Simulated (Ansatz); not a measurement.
Two G0W0 runs on Ga2O3 (C2/m).

```xyz
10
Lattice="6.1070 -1.5186 0.0000 6.1070 1.5186 0.0000 -1.3860 0.0000 5.6300" Properties=species:S:1:pos:R:3 pbc="T T T"
Ga    0.0041    0.0000    4.4736
Ga   10.8240    0.0000    1.1564
Ga    7.6096    0.0000    1.7679
Ga    3.2184    0.0000    3.8621
O     1.8570    0.0000    0.6182
O     8.9710    0.0000    5.0118
O     1.3361    0.0000    3.1708
O     9.4919    0.0000    2.4592
O     5.7013    0.0000    1.4447
O     5.1267    0.0000    4.1853
```

The cell and positions come from the Crystallography Open Database and are kept as given unless a step says otherwise.

The first (Ansatz 0.2.0; start LDA, 6×6×4 mesh, 351 empty bands, screening to 130 eV, hard PAW files; 1 × NVIDIA GB200 with 16 threads of Arm Neoverse V2, shared host) gave, on its mesh: starting gap 2.33 eV, G0W0 gap 4.26 eV, RPA ε∞ (mean) 4.06, 3.2 min.

The second changes empty bands from 351 to 721 and screening cutoff (eV) from 130.0 to 210.0. What does it give?

It gave: starting gap 2.33 eV, G0W0 gap 4.38 eV, RPA ε∞ (mean) 4.04, 7.1 min. The G0W0 gap moves by +0.11 eV, +0.00 eV from the start and +0.11 eV from the correction. Σc changes by −0.27 eV at the valence top and −0.15 eV at the conduction bottom, and Σx − Vxc between them by +0.00 eV.

Limits: not at the basis limit; no spin-orbit coupling.

[Paths, hosts, dates, memory and timing lines, banners, echoed tables and standing remarks are left out of the program output.]

[Logs are printed without paths, hosts, clocks, repeated set-up lines and the standing remarks that a program may print on its own settings, such as how far it seeks lower states.]

[Runs of the session that timed out or met a known fault of the program may be left out.]

[Cells called generated may have been cut or substituted from an entry of the Crystallography Open Database or the Materials Project.]

[Hosts, paths, dates, database ids (printed as entryN), source tags and the programs' standing remarks are cut or masked in the printed files.]
